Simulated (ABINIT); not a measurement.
# GaH3 (Pm-3m): zone-centre phonons, part 2 of 3

Which modes does GaH3 (Pm-3m) have at the zone centre?

ABINIT 10.8.3; DFT PBE, scalar-relativistic, plane waves, PseudoDojo norm-conserving pseudopotentials.

So far. Step 5 (Relaxation): The volume changes by +0.6 % in this run and stands -28.7 % from the first cell. The relaxed cell has a = 3.501 Å (conventional setting).

The structure was built from a prototype and need not be the compound's stable phase.

## Step 7: Linear response at Γ

At q = 0 one unit cell holds all displacements. The response is solved for single atoms along the cell's directions, and symmetry skips those that follow from others. The crystal is treated as a metal, which screens a static field, so no field response is asked.

Contents of dfpt_gamma.abi:

```

# common to the responses
getwfk_filepath "gso_WFK"
kptopt 2
nqpt 1
qpt 0.0 0.0 0.0
asr 0
chneut 0

# displacements
rfphon 1
rfatpol 1 4
rfdir 1 1 1
tolvrs 1.0d-10
prtwf 0

# basis, mesh and filling
ecut 44.0
ecutsm 3.0
ngkpt 8 8 8
nshiftk 1
shiftk 0.0 0.0 0.0
istwfk *1
occopt 3
tsmear 0.01
nband 14
nstep 100
diemac 1000000.0
prtebands 0
prtgsr 0
useylm 1

# cell and atoms
acell 3*1.0 Angstrom
rprim 
    3.500722588 0.0 0.0
    0.0 3.500722588 0.0
    0.0 0.0 3.500722588
ntypat 2
znucl 31 1
natom 4
typat 1 2 2 2
xred 
    0.0 0.0 0.0
    0.5 0.0 0.0
    0.0 0.5 0.0
    0.0 0.0 0.5
pp_dirpath "./pseudo"
pseudos "Ga.upf, H.upf"
```

Started as:

```console
$ OMP_NUM_THREADS=1 mpirun -n 4 abinit dfpt_gamma.abi > dfpt_gamma.log
```

Numbers of over 12 decimals in the logs are rounded to 6 here.

dfpt_gamma.abo, the main output file:

```text
[banners, grids, parts of the stress and lines that vanish by symmetry left out]
- input  file    -> dfpt_gamma.abi
- output file    -> dfpt_gamma.abo
- root for input  files -> dfpt_gammai
- root for output files -> dfpt_gammao

 Symmetries : space group Pm -3 m (#221); Bravais cP (primitive cubic)
================================================================================
 Values of the parameters that define the memory need of the present run (RF).
     intxc =       0      iscf =       7    lmnmax =      18     lnmax =       6
     mgfft =      40  mpssoang =       3    mqgrid =    3001     natom =       4
  nloc_mem =       1    nspden =       1   nspinor =       1    nsppol =       1
      nsym =      48    n1xccc =    2501    ntypat =       2    occopt =       3
   xclevel =       2
-    mband =          14        mffmem =           1         mkmem =          65
-   mkqmem =          65        mk1mem =          65           mpw =        4076
      nfft =       64000          nkpt =         260
- my_mband =          14
================================================================================
================================================================================

--------------------------------------------------------------------------------
------------- Echo of variables that govern the present computation ------------
--------------------------------------------------------------------------------
-
- outvars: echo of selected default values
-   iomode0 =  0 , fftalg0 =312 , wfoptalg0 =  0
-
- outvars: echo of global parameters not present in the input file
-  max_nthreads =    1
-
 -outvars: echo values of preprocessed input variables
 [... echo left out ...]
================================================================================

 chkinp: Checking input parameters for consistency.

[...]
== DATASET  1 ==================================================================
-   mpi_nproc: 4, omp_nthreads: 1 (-1 if OMP is not activated)

--- !DatasetInfo
iteration_state: {dtset: 1, }
dimensions: {natom: 4, nkpt: 260, mband: 14, nsppol: 1, nspinor: 1, nspden: 1, mpw: 4076, }
cutoff_energies: {ecut:  44.0, pawecutdg:  -1.0, }
electrons: {nelect:   1.60000000E+01, charge:   0.00000000E+00, occopt:   3.00000000E+00, tsmear:   1.00000000E-02, }
meta: {optdriver: 1, rfphon: 1, }
...

 mkfilename: getwfk from: gso_WFK

 Real(R)+Recip(G) space primitive vectors, cartesian coordinates (Bohr,Bohr^-1):
 R(1)=  6.6154069  0.0000000  0.0000000  G(1)=  0.1511623  0.0000000  0.0000000
 R(2)=  0.0000000  6.6154069  0.0000000  G(2)=  0.0000000  0.1511623  0.0000000
 R(3)=  0.0000000  0.0000000  6.6154069  G(3)=  0.0000000  0.0000000  0.1511623
 Unit cell volume ucvol=  2.8951408E+02 bohr^3
 Angles (23,13,12)=  9.00000000E+01  9.00000000E+01  9.00000000E+01 degrees
 setup1 : take into account q-point for computing boxcut.

 getcut: wavevector=  0.0000  0.0000  0.0000  ngfft=  40  40  40
         ecut(hartree)=     44.000   => boxcut(ratio)=   2.02494

--- Pseudopotential description ------------------------------------------------
- pspini: atom type   1  psp file is ./pseudo/Ga.upf

- pspini: atom type   2  psp file is ./pseudo/H.upf

   4.12475040E+02                                ecore*ucvol(ha*bohr**3)
--------------------------------------------------------------------------------

 ==>  initialize data related to q vector <==

 The list of irreducible perturbations for this q vector is:
    1)    idir= 1    ipert=   1
    2)    idir= 1    ipert=   2
    3)    idir= 2    ipert=   2

[...]
The perturbation idir=   2  ipert=   1 is
 symmetric of a previously calculated perturbation.
 So, its SCF calculation is not needed.

 The perturbation idir=   3  ipert=   1 is
 symmetric of a previously calculated perturbation.
 So, its SCF calculation is not needed.

 The perturbation idir=   3  ipert=   2 is
 symmetric of a previously calculated perturbation.
 So, its SCF calculation is not needed.

 The perturbation idir=   1  ipert=   3 is
 symmetric of a previously calculated perturbation.
 So, its SCF calculation is not needed.

[...]
The perturbation idir=   2  ipert=   4 is
 symmetric of a previously calculated perturbation.
 So, its SCF calculation is not needed.

 The perturbation idir=   3  ipert=   4 is
 symmetric of a previously calculated perturbation.
 So, its SCF calculation is not needed.

--------------------------------------------------------------------------------
 Perturbation wavevector (in red.coord.)   0.000000  0.000000  0.000000
 Perturbation : displacement of atom   1   along direction   1
 Found     8 symmetries that leave the perturbation invariant.

[...]
dfpt_looppert : total number of electrons, from k and k+q
  fully or partially occupied states are    1.600000E+01 and    1.600000E+01.
 Initialisation of the first-order wave-functions :
  ireadwf=   0

--- !BeginCycle
iteration_state: {dtset: 1, }
solver: {iscf: 7, nstep: 100, nline: 4, wfoptalg: 0, }
tolerances: {tolvrs: 1.00E-10, }
...

     iter   2DEtotal(Ha)        deltaE(Ha) residm    vres2
-ETOT  1   12.701376693006     -2.657E+04 2.778E+01 3.974E+02
 ETOT  2   1.550172     -1.115E+01 8.431E-02 1.673E+02
 ETOT  3   1.507729     -4.244E-02 1.279E-04 1.182E+01
 ETOT  4   1.507516     -2.127E-04 1.836E-05 5.554E+00
 ETOT  5   1.505862     -1.655E-03 6.218E-06 1.587E-01
[...]
At SCF step   10       vres2   =  8.29E-11 < tolvrs=  1.00E-10 =>converged.
[...]
Mean square residual over all n,k,spin=   13.479E-16; max=  13.771E-14

 Thirteen components of 2nd-order total energy (hartree) are
 1,2,3: 0th-order hamiltonian combined with 1st-order wavefunctions
     kin0=   3.25802791E+04 eigvalue=   1.81440167E+03  local=  -1.15467547E+04
 4,5,6: 1st-order hamiltonian combined with 1st and 0th-order wfs
 loc psp =  -5.17316085E+03  Hartree=   1.99786427E+03     xc=  -4.83286091E+02
 note that "loc psp" includes a xc core correction that could be resolved
 7,8,9: eventually, occupation + non-local contributions
    edocc=   1.61608928E+01     enl0=   2.20430456E+03   enl1=  -4.79927787E+04
 1-9 gives the relaxation energy (to be shifted if some occ is /=2.0)
   erelax=  -2.65829698E+04
 10,11,12 Non-relaxation  contributions : frozen-wavefunctions and Ewald
 fr.local=   2.50630073E+03 fr.nonlo=   2.40065349E+04  Ewald=   2.46942962E+01
 13,14 Frozen wf xc core corrections (1) and (2)
 frxc 1  =  -5.95737234E+02  frxc 2 =   6.42682880E+02
 Resulting in :
 2DEtotal=    0.1505828765E+01 Ha. Also 2DEtotal=    0.409756881570E+02 eV
    (2DErelax=   -2.6582969756E+04 Ha. 2DEnonrelax=    2.6584475584E+04 Ha)
    (  non-var. 2DEtotal :    1.5058314575E+00 Ha)

[...]
Perturbation wavevector (in red.coord.)   0.000000  0.000000  0.000000
 Perturbation : displacement of atom   2   along direction   1
 Found     8 symmetries that leave the perturbation invariant.

[...]
dfpt_looppert : total number of electrons, from k and k+q
  fully or partially occupied states are    1.600000E+01 and    1.600000E+01.
 Initialisation of the first-order wave-functions :
  ireadwf=   0

--- !BeginCycle
iteration_state: {dtset: 1, }
solver: {iscf: 7, nstep: 100, nline: 4, wfoptalg: 0, }
tolerances: {tolvrs: 1.00E-10, }
...

     iter   2DEtotal(Ha)        deltaE(Ha) residm    vres2
-ETOT  1   4.542115     -4.890E+01 6.546E-01 3.060E+03
[...]
At SCF step   11       vres2   =  5.32E-13 < tolvrs=  1.00E-10 =>converged.
[...]
Mean square residual over all n,k,spin=   21.975E-18; max=  12.730E-16

 Thirteen components of 2nd-order total energy (hartree) are
 1,2,3: 0th-order hamiltonian combined with 1st-order wavefunctions
     kin0=   4.82691215E+01 eigvalue=   1.80230507E+00  local=  -1.20102480E+01
 4,5,6: 1st-order hamiltonian combined with 1st and 0th-order wfs
 loc psp =  -7.17528533E+01  Hartree=   1.32749789E+01     xc=  -8.08883165E+00
 note that "loc psp" includes a xc core correction that could be resolved
 7,8,9: eventually, occupation + non-local contributions
    edocc=   7.89784248E+00     enl0=  -1.37363602E+00   enl1=  -2.77902114E+01
 1-9 gives the relaxation energy (to be shifted if some occ is /=2.0)
   erelax=  -4.97715323E+01
 10,11,12 Non-relaxation  contributions : frozen-wavefunctions and Ewald
 fr.local=  -2.87268819E+01 fr.nonlo=   1.22444611E+01  Ewald=   6.99225489E+01
 13,14 Frozen wf xc core corrections (1) and (2)
 frxc 1  =   0.00000000E+00  frxc 2 =   0.00000000E+00
 Resulting in :
 2DEtotal=    0.3668595818E+01 Ha. Also 2DEtotal=    0.998275777922E+02 eV
    (2DErelax=   -4.9771532334E+01 Ha. 2DEnonrelax=    5.3440128152E+01 Ha)
    (  non-var. 2DEtotal :    3.6685958296E+00 Ha)

[...]
Perturbation wavevector (in red.coord.)   0.000000  0.000000  0.000000
 Perturbation : displacement of atom   2   along direction   2
 Found     4 symmetries that leave the perturbation invariant.

--------------------------------------------------------------------------------

--------------------------------------------------------------------------------

 dfpt_looppert : total number of electrons, from k and k+q
  fully or partially occupied states are    1.600000E+01 and    1.600000E+01.
 Initialisation of the first-order wave-functions :
  ireadwf=   0

--- !BeginCycle
iteration_state: {dtset: 1, }
solver: {iscf: 7, nstep: 100, nline: 4, wfoptalg: 0, }
tolerances: {tolvrs: 1.00E-10, }
...

     iter   2DEtotal(Ha)        deltaE(Ha) residm    vres2
-ETOT  1  0.564961     -4.543E+01 7.458E-01 4.203E+02
[...]
ETOT  9  0.490268     -1.066E-12 1.536E-12 4.132E-10
 ETOT 10  0.490268     -8.527E-13 6.696E-14 1.981E-11

 At SCF step   10       vres2   =  1.98E-11 < tolvrs=  1.00E-10 =>converged.
[...]
Mean square residual over all n,k,spin=   96.656E-18; max=  66.961E-15

 Thirteen components of 2nd-order total energy (hartree) are
 1,2,3: 0th-order hamiltonian combined with 1st-order wavefunctions
     kin0=   4.74753422E+01 eigvalue=   1.94473187E+00  local=  -1.09290375E+01
 4,5,6: 1st-order hamiltonian combined with 1st and 0th-order wfs
 loc psp =  -6.43734098E+01  Hartree=   9.90562364E+00     xc=  -7.03017434E+00
 note that "loc psp" includes a xc core correction that could be resolved
 7,8,9: eventually, occupation + non-local contributions
    edocc=   4.79656785E+00     enl0=  -6.63203405E-01   enl1=  -2.66262909E+01
 1-9 gives the relaxation energy (to be shifted if some occ is /=2.0)
   erelax=  -4.54998503E+01
 10,11,12 Non-relaxation  contributions : frozen-wavefunctions and Ewald
 fr.local=   5.28539923E+01 fr.nonlo=   1.38506917E+01  Ewald=  -2.07145651E+01
 13,14 Frozen wf xc core corrections (1) and (2)
 frxc 1  =   0.00000000E+00  frxc 2 =   0.00000000E+00
 Resulting in :
 2DEtotal=    0.4902684522E+00 Ha. Also 2DEtotal=    0.133408842182E+02 eV
    (2DErelax=   -4.5499850329E+01 Ha. 2DEnonrelax=    4.5990118782E+01 Ha)
    (  non-var. 2DEtotal :    4.9026845092E-01 Ha)

[...]
---- first-order wavefunction calculations are completed ----

 ==> Compute Derivative Database <==

 [... matrices left out ...]
  Phonon wavevector (reduced coordinates) :  0.00000  0.00000  0.00000
 Phonon energies in Hartree :
  -1.450684E-05 -1.450684E-05 -1.450684E-05  1.466576E-03  1.466576E-03
   1.466576E-03  2.332424E-03  2.332424E-03  2.332424E-03  7.106196E-03
   7.106196E-03  7.106196E-03
 Phonon frequencies in cm-1    :
- -3.183883E+00 -3.183883E+00 -3.183883E+00  3.218761E+02  3.218761E+02
-  3.218761E+02  5.119080E+02  5.119080E+02  5.119080E+02  1.559630E+03
-  1.559630E+03  1.559630E+03

== END DATASET(S) ==============================================================
================================================================================

 -outvars: echo values of variables after computation
            acell      1.8897261259E+00  1.8897261259E+00  1.8897261259E+00 Bohr
           etotal      4.9026845224E-01
            fcart      0.0000000000E+00  0.0000000000E+00  0.0000000000E+00
           strten      0.0000000000E+00  0.0000000000E+00  0.0000000000E+00
================================================================================
```

Run time: 1.9 min. Hardware: 4 MPI ranks of Arm Neoverse V1, shared host; 7.5 min of CPU time.

Read from the output:

```
largest acoustic frequency at the zone centre before the sum rule : -3.18 cm⁻¹
highest optical zone-centre mode (no LO-TO term)                  : 1560 cm⁻¹
lowest optical zone-centre mode                                   : 321.9 cm⁻¹
```

The acoustic modes at Γ come out as far as 3.2 cm⁻¹ from zero, where they should vanish, a small numerical error.

(Part 2 of 3 ends here.)

[Host names and launcher messages were left out of these logs when they were recorded.]

[Logs are printed without paths, hosts, clocks, repeated set-up lines and the standing remarks that a program may print on its own settings, such as how far it seeks lower states.]

[Hosts, paths, dates, database ids (printed as entryN), source tags and the programs' standing remarks are cut or masked in the printed files.]
